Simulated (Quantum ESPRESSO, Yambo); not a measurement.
An input for Quantum ESPRESSO 7.5 (Si3N4 (Fd-3m)):

```
&control
  calculation = 'nscf'
  prefix = 'x'
  outdir = 'o'
  pseudo_dir = 'pseudo'
/
&system
  ibrav = 0
  nat = 14
  ntyp = 2
  ecutwfc = 72.0
  nbnd = 121
  force_symmorphic = .true.
/
&electrons
  conv_thr = 1e-9
  electron_maxstep = 80
  diago_full_acc = .true.
  diago_thr_init = 5e-6
/
ATOMIC_SPECIES
  Si 28.085 Si.upf
  N 14.007 N.upf
CELL_PARAMETERS angstrom
  -0.0000000000 3.8937180000 3.8937180000
  3.8937180000 0.0000000000 3.8937180000
  3.8937180000 3.8937180000 -0.0000000000
ATOMIC_POSITIONS crystal
  Si 0.1250000000 0.1250000000 0.6250000000
  Si 0.1250000000 0.6250000000 0.1250000000
  Si 0.6250000000 0.1250000000 0.1250000000
  Si 0.1250000000 0.1250000000 0.1250000000
  Si 0.7500000000 0.7500000000 0.7500000000
  Si 0.5000000000 0.5000000000 0.5000000000
  N 0.3675630000 0.3675630000 0.3675630000
  N 0.3526890000 0.8824370000 0.8824370000
  N 0.8824370000 0.8824370000 0.3526890000
  N 0.8824370000 0.3526890000 0.8824370000
  N 0.3675630000 0.3675630000 0.8973110000
  N 0.3675630000 0.8973110000 0.3675630000
  N 0.8824370000 0.8824370000 0.8824370000
  N 0.8973110000 0.3675630000 0.3675630000
K_POINTS automatic
  6 6 6 0 0 0
```

```sh
OMP_NUM_THREADS=1 mpirun -n 8 pw.x -nk 4 -in pw.in > pw.out
```

Estimate wall time and host memory on 8 MPI ranks of AMD EPYC 7R43, shared host.

It took 22 s; on shared hardware allow 11 s to 44 s. Peak host memory was 0.88 GiB.

[Paths, hosts, dates, memory and timing lines, banners, echoed tables and standing remarks are left out of the program output.]

[Logs are printed without paths, hosts, clocks, repeated set-up lines and the standing remarks that a program may print on its own settings, such as how far it seeks lower states.]

[Runs of the session that timed out or met a known fault of the program may be left out.]

[Hosts, paths, dates, database ids (printed as entryN), source tags and the programs' standing remarks are cut or masked in the printed files.]
